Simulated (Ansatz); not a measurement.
# Au chain started as a zigzag: one chain at several levels of theory, part 2 of 4

Wanted: the relaxed geometry and the open channels of the Au chain started as a zigzag, by several methods.

Ansatz 0.2.0; DFT PBE, plane waves, PAW; relaxation of a chain's period (the session's first sound run).

So far. Step 2 (The relaxed wire, level PBE, cutoff 420 eV): The cell's length comes to 4.686 Å with no moment.

### Step 3. The wire at its relaxed period, level PBE, cutoff 420 eV

This step: DFT PBE, plane waves, PAW; channels and complex bands of a perfect chain (Ansatz 0.2.0).

At the relaxed period the Bloch states of the perfect chain are found at each energy: those that move forward count the open channels, and those that decay describe how a disturbance dies away inside the wire itself. An energy step of 0.035 eV is under the 0.039 eV that the program asks for its thermal average at 300 K.

The input, input.yaml:

```yaml
crystal:
  lattice:
    - [9.0, 0.0, 0.0]
    - [0.0, 7.5, 0.0]
    - [0.0, 0.0, 4.6861181268]
  atoms:
    - { symbol: Au, position: [0.444736493, 0.5, 0.0] }
    - { symbol: Au, position: [0.555263507, 0.5, 0.5] }
kpoints:
  mp_grid: { grid: [1, 1, 18] }
  band_path: { path: ["Γ", Z], npoints: 60 }
scf:
  occupations: { method: fermi_dirac, width: 0.05 }
hamiltonian:
  xc: pbe
output:
  transmission:
    e_range: [-2, 2]
    de: 0.035
    kmesh: [1, 1]
    reduced_basis: true
    leads: [[0, 0]]
  dos: { projected: true, e_range: [-6, 4] }
  write_potential: true
  write_density: true
  volumetric_format: npy
  elf: true
```

The run is started by

```
$ ansatz run input.yaml --threads 4 --pin off --max-ram 8192MiB --backend cpu --events-out ev --progress --plain --runs-dir out
```

Numbers of over 12 decimals in the logs are rounded to 6 here.

The program printed:

```text
[...]
Crystal: 2 atoms, lattice volume = 316.313 Å³
Basis set: ecut = 420 eV, 6177 PW (Γ)
Bands: 23, of which v1, the nominal top of the filled ones, is band 19 counted from 1 (18 counted from 0)
Symmetry: 8 space group operations
[...]
k-points: 10 of 18
[...]
SCF iter   1: F=—  HF=-26296.137352 eV  |F-HF|=—  |Δ(HF+E_count)|=         —  Δρ=2.36e-3  dr2=8.90e-3  ethr=1.77e-3  ⟨swp⟩=6.5  Hψ=1167  notcnv=0
[...]
SCF iter   6: F=-26296.141849 eV  HF=-26296.141849 eV  |F-HF|=1.19e-8  |Δ(HF+E_count)|=   2.79e-7  Δρ=3.88e-6  dr2=4.95e-8  ethr=2.63e-10  ⟨swp⟩=3.4  Hψ=824  notcnv=0
SCF 1 converged in 6 iterations: F = -26296.141849 eV  dr2 = 4.95e-8
[...]
NSCF: frozen V_eff on 61 k-points
transmission: 6 of 36 steps passed
transmission: 12 of 36 steps passed
[...]
transmission: 36 of 36 steps passed
WARN: The output density's exchange-correlation potential varies sharply where the density is thin. Do not read a vacuum level from v_tot or v_xc, or from such a field of the output density. On a cell that repeats whose density bears no net charge and no dipole along the vacuum's axis use v_es (v_loc + v_h of the components); under efield.dipole_correction with no amplitude use v_es + v_field, which holds any externa [...]
SCF converged after 6 iterations
Free energy (F): -26296.141849 eV
[...]
Internal energy: -26296.134067 eV  (E = F + TS)
E sigma→0 (E₀):  -26296.137958 eV
Entropy (-TS):   -0.007782 eV (-3.891 meV/atom)
Fermi energy:    -3.065462 eV
[...]
--- Band table (eV; the first three rows and the last of 10) ---
  k-point 0: bands = [... 15 lower, -4.8511, -4.5352, -4.1710, -3.7862, -0.6017, 0.7129, 2.0198, 2.5664]
  k-point 1: bands = [... 15 lower, -4.8659, -4.5095, -4.1704, -3.7969, -0.5878, 0.7487, 2.0386, 2.2778]
  k-point 2: bands = [... 15 lower, -4.8337, -4.4375, -4.1674, -3.8276, -0.5560, 0.8540, 1.6983, 2.0950]
  k-point 9: bands = [... 15 lower, -4.3422, -4.0572, -4.0572, -3.0656, -3.0656, 1.9523, 1.9523, 2.9907]
--- Transmission ---
  basis      : 595 plane waves across, 6 finite elements along
  points     : 1, standing for a mesh of 1 x 1
  filling    : by the input's occupations and mesh, since the crystals that have channels conduct as metals do. If one of these is a semiconductor, that mesh has misplaced its level
  energies   : 115 from -2.000000 to 1.990000 eV about the Fermi level, 0.035000 eV apart; the leads are filled to 0.000000 eV, and channels, transmission and decay are at -0.005000 eV
  crystal 0  : Au2, at the sites [0, 0], period 4.6861 Å: whole cells are its period
    offset         : up to 0.0000 Å between an atom of the period and one for which it stands
    filled         : 0.2 meV under the level at which it is neutral
    channels       : 1.000000e0 a spin
    conductance    : 1.1479e14 S/m² at 300 K; may be off by some 0.0 % by where its bands' edges are placed, 0.0 % from the distance to neutral
```

Wall time 25 s (4 threads of Arm Neoverse V2, shared host); peak memory 0.63 GiB; 87 s of CPU time.

Reading the cycles: dr2 is the Hartree energy of the density residual (eV), the measure of convergence; HF is the Harris–Foulkes estimate of the energy, which meets the free energy F at convergence.

Numbers from this step:

```yaml
energy_at_zero_smearing: -26296.1380 eV
channels_at_the_energy_nearest_the_fermi_level_one_spin: 1
conductance_of_the_lead_as_this_run_defines_it: 1.000 G₀
band_gap: 0 eV
```

The open channels of the lead, one spin by energy, zero at the Fermi level:

| energy (eV) | open channels of the lead, one spin |
| --- | --- |
| -2.000 | 3 |
| -1.895 | 3 |
| -1.790 | 5 |
| -1.685 | 2 |
| -1.615 | 2 |
| -1.510 | 2 |
| -1.405 | 3 |
| -1.300 | 3 |
| -1.195 | 3 |
| -1.090 | 4 |
| -0.985 | 4 |
| -0.915 | 2 |
| -0.810 | 2 |
| -0.705 | 1 |
| -0.600 | 1 |
| -0.495 | 1 |
| -0.390 | 1 |
| -0.285 | 1 |
| -0.215 | 1 |
| -0.110 | 1 |
| -0.005 | 1 |
| 0.100 | 1 |
| 0.205 | 1 |
| 0.310 | 1 |
| 0.415 | 1 |
| 0.485 | 1 |
| 0.590 | 1 |
| 0.695 | 1 |
| 0.800 | 1 |
| 0.905 | 1 |
| 1.010 | 1 |
| 1.115 | 1 |
| 1.185 | 1 |
| 1.290 | 1 |
| 1.395 | 1 |
| 1.500 | 1 |
| 1.605 | 1 |
| 1.710 | 1 |
| 1.815 | 1 |
| 1.885 | 1 |

The slowest values at each energy, most degenerate partners merged, listed up to 1.5 1/Å. The Im kz of the slowest decaying states by energy, zero at the Fermi level:

```csv
energy (eV),decay 1 (Å⁻¹),decay 2 (Å⁻¹),decay 3 (Å⁻¹),decay 4 (Å⁻¹)
-2.000,0.165,0.321,0.384,1.20
-1.790,0.248,1.17,1.35,1.37
-1.615,0.168,0.181,0.247,1.14
-1.405,0.267,0.362,1.10,1.29
-1.195,0.262,0.450,1.06,1.26
-0.985,0.479,0.534,1.01,1.22
-0.810,0.216,0.616,0.638,0.963
-0.600,0.235,0.325,0.741,0.835
-0.390,0.350,0.404,0.855,0.953
-0.215,0.399,0.459,0.864,0.977
-0.005,0.436,0.515,0.869,1.00
0.205,0.460,0.565,0.869,1.02
0.415,0.475,0.610,0.866,1.04
0.590,0.483,0.643,0.790,0.934
0.800,0.488,0.678,0.699,1.02
1.010,0.489,0.632,0.709,1.07
1.185,0.488,0.581,0.730,1.05
1.395,0.482,0.524,0.753,1.03
1.605,0.467,0.474,0.772,0.999
1.815,0.407,0.462,0.788,0.970
```

The electronic bands at the labelled points (eV, zero at the Fermi level):

```csv
point,band 16,band 17,band 18,band 19,band 20,band 21,band 22,band 23
Γ,-1.79,-1.47,-1.11,-0.72,2.46,3.78,5.09,5.63
halfway,-1.55,-1.07,-1.06,-0.90,2.21,3.74,4.45,5.46
Z,-1.28,-0.99,-0.99,0.00,0.00,5.02,5.02,6.06
```

Valence density in the ca plane at fractional y = 0.500, with atoms of Au within 0.2 Å of it. It is the smooth field of the valence electrons, not physical close to the nuclei.

Ten steps, logarithmic in the rise over the least value, from '0' (0 e/Å³) to '9' (14 e/Å³), each cell a mean:
```
00000000000000
00000000000000
00000000000000
00000000000000
00000000000000
00000000000000
00000011100000
00001233211000
00012567642100
21124789863112
54335799963234
87534789863467
98633466543579
98632233222479
87521111111368
54210000001234
21100000000011
00000000000000
00000000000000
00000000000000
00000000000000
00000000000000
00000000000000
00000000000000
```
Columns run along c (4.7 Å), rows up along a (9.0 Å). Atoms in or near the plane, at fractional coordinates: Au at (0.00, 0.44), Au at (0.50, 0.56).

Electrostatic potential energy in the ca plane at fractional y = 0.500, with atoms of Au within 0.2 Å of it. With pseudopotentials it is smooth inside the atoms' cores, unlike the true potential.

Ten even steps from '_' (-50 eV) to '@' (3 eV), each cell a mean:
```
@@@@@@@@@@@@@@@@@@@@@@@@@@@@
@@@@@@@@@@@@@@@@@@@@@@@@@@@@
@@@@@@@@@@@@@@@@@@@@@@@@@@@@
@@@@@@@@@@@@@@@@@@@@@@@@@@@@
@@@@@@@@@@@@@@@@@@@@@@@@@@@@
@@@@@@@@@@@@@@@@@@@@@@@@@@@@
@@@@@@@@@@@@@@@@@@@@@@@@@@@@
@@@@@@@@@@%%%%##%%@@@@@@@@@@
@@@@@@@@%%++::::--**%%@@@@@@
@@@@@@%%**..______--%%@@@@@@
**##%%%%++________::##%%%%**
__::++%%**::______==####==..
____::##%%**==--++##%%++..__
____::##@@@@%%%%%%@@%%++..__
__..++%%@@@@@@@@@@@@@@##--__
++**%%@@@@@@@@@@@@@@@@%%##**
@@@@@@@@@@@@@@@@@@@@@@@@@@@@
@@@@@@@@@@@@@@@@@@@@@@@@@@@@
@@@@@@@@@@@@@@@@@@@@@@@@@@@@
@@@@@@@@@@@@@@@@@@@@@@@@@@@@
@@@@@@@@@@@@@@@@@@@@@@@@@@@@
@@@@@@@@@@@@@@@@@@@@@@@@@@@@
@@@@@@@@@@@@@@@@@@@@@@@@@@@@
@@@@@@@@@@@@@@@@@@@@@@@@@@@@
```
Columns run along c (4.7 Å; values clipped at the 3rd and 97th percentile), rows up along a (9.0 Å). Atoms in or near the plane, at fractional coordinates: Au at (0.00, 0.44), Au at (0.50, 0.56).

ELF in the ca plane at fractional y = 0.500, with atoms of Au within 0.2 Å of it. It is the smooth field of the valence electrons, not physical close to the nuclei.

Ten even steps from '_' (0.00) to '@' (0.75), each cell a mean:
```
____________________________
____________________________
____________________________
____________________________
__________........__________
________....::::::..________
______....::------::..______
........::--==++==--........
--::::::::==**##**==::..::::
====--::--**%%%%##++::::--==
++++==--==##@@@@%%**----==++
##**==--==**##%%##++--==++##
@@##++----==****++==--==**%%
@@%%**----========----==##%%
##**==::::--------::::--++##
**++--::....::::......::==++
==--::....__________..::--==
--::....______________..::::
......__________________....
____________________________
____________________________
____________________________
____________________________
____________________________
```
Columns run along c (4.7 Å), rows up along a (9.0 Å). Atoms in or near the plane, at fractional coordinates: Au at (0.00, 0.44), Au at (0.50, 0.56).

By hand: the program gives 1.1479 × 10^14 S/m² over the cell's cross-section of 67.50 Å² = 6.750 × 10^-19 m², so one cell conducts 7.748 × 10^-5 S. Divided by G0 = 2e²/h = 7.748 × 10^-5 S this is 1.00 G0, a resistance of 12.9 kΩ.

At the computed energy nearest the Fermi level there are 1 channel a spin, and the thermal average gives 1.00 G₀.

### Step 4. Relaxation of atoms and period

This step: DFT PBEsol, plane waves, PAW; relaxation of a chain's period (Ansatz 0.2.0).

The relaxation is repeated under another functional. PBEsol weakens PBE's gradient terms and usually lands between LDA and PBE.

The input, input.yaml:

```yaml
crystal:
  lattice:
    - [9.0, 0.0, 0.0]
    - [0.0, 7.5, 0.0]
    - [0.0, 0.0, 4.5630731599]
  atoms:
    - { symbol: Au, position: [0.432604749, 0.5, 0.0], spin: 0.5 }
    - { symbol: Au, position: [0.567395251, 0.5, 0.5], spin: 0.5 }
magnetization:
  spin_polarized: true
kpoints:
  mp_grid: { grid: [1, 1, 18] }
scf:
  occupations: { method: fermi_dirac, width: 0.05 }
hamiltonian:
  xc: pbesol
relax:
  cell: { fix: [a, b, alpha, beta, gamma] }
  max_steps: 60
```

The program printed:

```text
[...]
Crystal: 2 atoms, lattice volume = 308.007 Å³
Basis set: ecut = 420 eV, 5997 PW (Γ), exchange–correlation on 128×108×64 points (8 copies of the dense FFT grid, shifted against one another)
Bands: 24, of which v1, the nominal top of the filled ones, is band 19 counted from 1 (18 counted from 0)
Symmetry: 8 space group operations
[...]
-0.000000      -0.000000       0.002684
  P = ⅓ Tr σ = -0.0284 GPa (-0.284 kbar)
--- Relaxed structure (6 steps of the walk, 6 accepted, 1 SCFs on fresh bases) ---
[...]
cell:  # Å, volume = 310.9324 Å³
    - [9.0, 0.0, 0.0]
    - [0.0, 7.5, 0.0]
    - [0.0, 0.0, 4.606407]
  atoms:
    - { symbol: Au, position: [0.445713, 0.500000, 0.0] }
    - { symbol: Au, position: [0.554287, 0.500000, 0.500000] }
[key lines of the parts left out:]
SCF converged after 9 iterations
Magnetization: 0.0000 μB (19.0000 up, 19.0000 down)
Free energy (F): -26010.818038 eV
Fermi energy:    -3.054884 eV
```

Wall time 16 s (4 threads); peak memory 0.6 GiB.

Relaxation path:

```
step  energy less that of the first step (eV)  largest force component (eV/Å)  pressure (GPa)  volume (Å³)
   1                                   0.0000                          0.8195           -0.58       308.01
   2                                  -0.0441                          0.7122            0.54       308.72
   3                                  -0.0903                          0.1068           -0.06       309.72
   4                                  -0.0913                          0.0694           -0.10       311.58
   5                                  -0.0919                          0.0100           -0.04       311.02
   6                                  -0.0919                          0.0001           -0.03       310.93
  7*                                  -0.0921                          0.0002           -0.03       310.93
```

Relaxation steps marked * repeat the geometry before them on a plane-wave basis chosen anew for their cell, so energy and pressure can jump there.

Forces are held to the 8 operations that the run works with; a distortion that breaks them can't arise in this run.

| cell as run | before | after | change |
| --- | --- | --- | --- |
| c (Å) | 4.563 | 4.606 | +0.9 % |

The atoms that moved most (Å, along periodic axes as changes of fractional coordinates times the final cell, across vacuum about the mean position):

```csv
atom,dx,dy,dz,length
Au1,0.118,0.000,0.000,0.118
Au2,-0.118,0.000,0.000,0.118
```

Final coordinates:

```cif
data_structure
_symmetry_space_group_name_H-M 'P 1'
_symmetry_Int_Tables_number 1
_cell_length_a 9.0000
_cell_length_b 7.5000
_cell_length_c 4.6064
_cell_angle_alpha 90.000
_cell_angle_beta 90.000
_cell_angle_gamma 90.000
_cell_volume 310.93
loop_
_atom_site_label
_atom_site_type_symbol
_atom_site_fract_x
_atom_site_fract_y
_atom_site_fract_z
_atom_site_occupancy
Au1 Au 0.44571 0.50000 0.00000 1
Au2 Au 0.55429 0.50000 0.50000 1
```

The cell's length comes to 4.606 Å, -1.7 % against the first run, with no moment.

### Step 5. The wire at its relaxed period, level PBEsol, cutoff 420 eV

This step: DFT PBEsol, plane waves, PAW; channels and complex bands of a perfect chain (Ansatz 0.2.0).

The channels are counted again under PBEsol, at the period that it gave.

The input, input.yaml:

```yaml
crystal:
  lattice:
    - [9.0, 0.0, 0.0]
    - [0.0, 7.5, 0.0]
    - [0.0, 0.0, 4.6064065817]
  atoms:
    - { symbol: Au, position: [0.445713392, 0.5, 0.0] }
    - { symbol: Au, position: [0.554286608, 0.5, 0.5] }
kpoints:
  mp_grid: { grid: [1, 1, 18] }
  band_path: { path: ["Γ", Z], npoints: 60 }
scf:
  occupations: { method: fermi_dirac, width: 0.05 }
hamiltonian:
  xc: pbesol
output:
  transmission:
    e_range: [-2, 2]
    de: 0.035
    kmesh: [1, 1]
    reduced_basis: true
    leads: [[0, 0]]
  dos: { projected: true, e_range: [-6, 4] }
```

The program printed:

```text
[...]
Crystal: 2 atoms, lattice volume = 310.932 Å³
Basis set: ecut = 420 eV, 6077 PW (Γ)
Bands: 23, of which v1, the nominal top of the filled ones, is band 19 counted from 1 (18 counted from 0)
Symmetry: 8 space group operations
[...]
k-points: 10 of 18
[...]
k-point 9: bands = [... 15 lower, -4.3617, -4.0989, -4.0989, -3.0551, -3.0551, 2.0236, 2.0236, 3.0861]
--- Transmission ---
  basis      : 595 plane waves across, 6 finite elements along
  points     : 1, standing for a mesh of 1 x 1
[...]
crystal 0  : Au2, at the sites [0, 0], period 4.6064 Å: whole cells are its period
[...]
filled         : 0.3 meV under the level at which it is neutral
    channels       : 1.000000e0 a spin
[...]
[key lines of the parts left out:]
SCF converged after 6 iterations
Free energy (F): -26010.818077 eV
Fermi energy:    -3.054987 eV
```

Elapsed: 19 s, on 4 threads; peak memory 0.62 GiB; 65 s of CPU time.

At the computed energy nearest the Fermi level there are 1 channel a spin, and the thermal average gives 1.00 G₀.

### Step 6. The relaxed wire, cutoff 500 eV

This step: DFT r2SCAN, plane waves, PAW; relaxation of a chain's period (Ansatz 0.2.0).

The relaxation is repeated under another functional. r2SCAN also reads the kinetic-energy density; it often gives larger moments and wider gaps than PBE, at a higher cost. Against the first PBE run of this kind, the cutoff is 500 eV against 420.

The input, input.yaml:

```yaml
crystal:
  lattice:
    - [9.0, 0.0, 0.0]
    - [0.0, 7.5, 0.0]
    - [0.0, 0.0, 4.5630731599]
  atoms:
    - { symbol: Au, position: [0.432604749, 0.5, 0.0], spin: 0.5 }
    - { symbol: Au, position: [0.567395251, 0.5, 0.5], spin: 0.5 }
magnetization:
  spin_polarized: true
kpoints:
  mp_grid: { grid: [1, 1, 18] }
scf:
  occupations: { method: fermi_dirac, width: 0.05 }
hamiltonian:
  xc: r2scan
relax:
  cell: { fix: [a, b, alpha, beta, gamma] }
  max_steps: 60
```

The program printed:

```text
[...]
Crystal: 2 atoms, lattice volume = 308.007 Å³
Basis set: ecut = 500 eV, 7815 PW (Γ), exchange–correlation on 288×240×144 points (64 copies of the dense FFT grid, shifted against one another)
Bands: 24, of which v1, the nominal top of the filled ones, is band 19 counted from 1 (18 counted from 0)
Symmetry: 8 space group operations
[...]
0.000000      -0.073538       0.000000
        0.000000       0.000000      -0.007381
  P = ⅓ Tr σ = -0.0319 GPa (-0.319 kbar)
--- Relaxed structure (5 steps of the walk, 5 accepted, 1 SCFs on fresh bases) ---
[...]
cell:  # Å, volume = 312.8912 Å³
    - [9.0, 0.0, 0.0]
    - [0.0, 7.5, 0.0]
    - [0.0, 0.0, 4.635426]
  atoms:
    - { symbol: Au, position: [0.445623, 0.5, 0.0] }
    - { symbol: Au, position: [0.554377, 0.5, 0.5] }
[key lines of the parts left out:]
SCF converged after 16 iterations
Magnetization: -0.0000 μB (19.0000 up, 19.0000 down)
Free energy (F): -26323.953889 eV
Fermi energy:    -3.038637 eV
```

Wall time 68 s (4 threads); peak memory 1.3 GiB; 4.4 min of CPU time.

The steps of the relaxation:

```
step  energy less that of the first step (eV)  largest force component (eV/Å)  pressure (GPa)  volume (Å³)
   1                                   0.0000                          0.7167           -0.48       308.01
   2                                  -0.0423                          0.5590            0.48       309.72
   3                                  -0.0742                          0.0685           -0.02       311.08
   4                                  -0.0753                          0.0432           -0.07       313.15
   5                                  -0.0755                          0.0046           -0.03       312.89
  6*                                  -0.0758                          0.0047           -0.03       312.89
```

Relaxation steps marked * repeat the geometry before them on a plane-wave basis chosen anew for their cell, so energy and pressure can jump there.

The run keeps the 8 symmetry operations that it works with, so distortions that break them were not tested.

```csv
cell as run,before,after,change
c (Å),4.563,4.635,+1.6 %
```

The atoms that moved most (Å, along periodic axes as changes of fractional coordinates times the final cell, across vacuum about the mean position):

| atom | dx | dy | dz | length |
| --- | --- | --- | --- | --- |
| Au1 | 0.117 | 0.000 | 0.000 | 0.117 |
| Au2 | -0.117 | 0.000 | 0.000 | 0.117 |

The relaxed structure:

```cif
data_structure
_symmetry_space_group_name_H-M 'P 1'
_symmetry_Int_Tables_number 1
_cell_length_a 9.0000
_cell_length_b 7.5000
_cell_length_c 4.6354
_cell_angle_alpha 90.000
_cell_angle_beta 90.000
_cell_angle_gamma 90.000
_cell_volume 312.89
loop_
_atom_site_label
_atom_site_type_symbol
_atom_site_fract_x
_atom_site_fract_y
_atom_site_fract_z
_atom_site_occupancy
Au1 Au 0.44562 0.50000 0.00000 1
Au2 Au 0.55438 0.50000 0.50000 1
```

The cell's length comes to 4.635 Å, -1.1 % against the first run, with no moment.

The cell grew by 1.6 % in its periodic edges. First to last step the energy falls by 0.076 eV, across changes of basis; the largest move, 0.12 Å, is that of Au1 and 1 other atom alike.

[end of part 2 of 4]

[Logs are printed without paths, hosts, clocks, repeated set-up lines and the standing remarks that a program may print on its own settings, such as how far it seeks lower states.]

[Hosts, paths, dates, database ids (printed as entryN), source tags and the programs' standing remarks are cut or masked in the printed files.]
